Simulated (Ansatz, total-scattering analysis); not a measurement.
# methanol: what Qmax and the window do to G(r)

One neutron S(Q) of methanol at 300 K, fixed volume, simulated by ab initio molecular dynamics with Ansatz (revPBE-D3(BJ), plane waves, PAW default files, Langevin thermostat, no spin, fixed volume, H with the mass of D), is transformed to G(r) = (2/π)∫Q[S − 1]M(Q) sin(Qr) dQ with several cuts, with and without the Lorch function M = sin(πQ/Qmax)/(πQ/Qmax). It is a liquid as far as so short a run tells. First peaks of the pair functions: O–H 0.98 Å, C–H 1.10 Å, C–O 1.44 Å, H–H 1.79 Å.

```csv
r (Å),"Qmax 30, Lorch","Qmax 12, Lorch",Qmax 8
0.80,-0.84,0.10,0.18
0.92,0.29,0.99,1.49
1.04,3.83,1.54,2.15
1.16,2.59,1.33,1.76
1.28,-1.07,0.51,0.58
1.40,-0.56,-0.34,-0.66
1.52,-0.97,-0.67,-1.23
1.64,-0.92,-0.41,-0.87
1.76,0.82,0.07,0.03
1.88,0.44,0.37,0.79
2.00,0.31,0.31,0.89
2.12,0.48,-0.04,0.27
2.24,-0.75,-0.50,-0.64
2.36,-1.17,-0.88,-1.31
2.48,-1.19,-1.06,-1.44
2.60,-1.16,-1.05,-1.14
2.72,-0.88,-0.91,-0.75
2.84,-0.56,-0.78,-0.57
2.96,-0.75,-0.69,-0.63
3.08,-0.77,-0.62,-0.75
3.20,-0.52,-0.47,-0.68
3.32,-0.24,-0.25,-0.36
3.44,0.05,0.00,0.08
3.56,0.26,0.17,0.39
3.68,0.34,0.24,0.43
3.80,0.25,0.25,0.27
3.92,0.17,0.24,0.10
4.04,0.24,0.28,0.10
4.16,0.31,0.36,0.30
4.28,0.48,0.47,0.56
4.40,0.69,0.57,0.72
4.52,0.62,0.61,0.72
4.64,0.58,0.59,0.59
4.76,0.57,0.52,0.45
4.88,0.44,0.44,0.38
5.00,0.36,0.34,0.37
5.12,0.22,0.22,0.32
```

One more transform gave, r in Å and G: 0.80 -0.76, 0.92 1.41, 1.04 2.99, 1.16 2.40, 1.28 0.23, 1.40 -1.46, 1.52 -1.45, 1.64 -0.34, 1.76 0.56, 1.88 0.70, 2.00 0.43, 2.12 0.07, 2.24 -0.45, 2.36 -1.09, 2.48 -1.45, 2.60 -1.22, 2.72 -0.74, 2.84 -0.55, 2.96 -0.72, 3.08 -0.84, 3.20 -0.60, 3.32 -0.18, 3.44 0.12, 3.56 0.23, 3.68 0.29, 3.80 0.30, 3.92 0.22, 4.04 0.17, 4.16 0.28, 4.28 0.52, 4.40 0.68.

**Question.** Which cut and window is it, among Qmax = 8, 12, 20 and 30 Å⁻¹?

| transform | first maximum (Å) | G (Å⁻²) | width at half height over the −4πρ₀r line (Å) | ripple below it (Å⁻²) |
| --- | --- | --- | --- | --- |
| Qmax 30, Lorch | 1.10 | 4.30 | 0.22 | - |
| Qmax 12, Lorch | 1.06 | 1.57 | 0.52 | - |
| Qmax 8 | 1.06 | 2.18 | 0.46 | - |
| Qmax 12 | 1.06 | 3.09 | 0.35 | - |

A bare cut folds each peak with a function of width 3.8/Qmax and leaves ripples of period 2π/Qmax; the Lorch function folds with 5.4/Qmax and quenches the ripples. These are rough widths of the folding function; the peak's own width and neighbouring peaks enter the table too. The unknown is Qmax 12: ripple period 0.52 Å, resolution width 0.32 Å.

[Logs are printed without paths, hosts, clocks, repeated set-up lines and the standing remarks that a program may print on its own settings, such as how far it seeks lower states.]
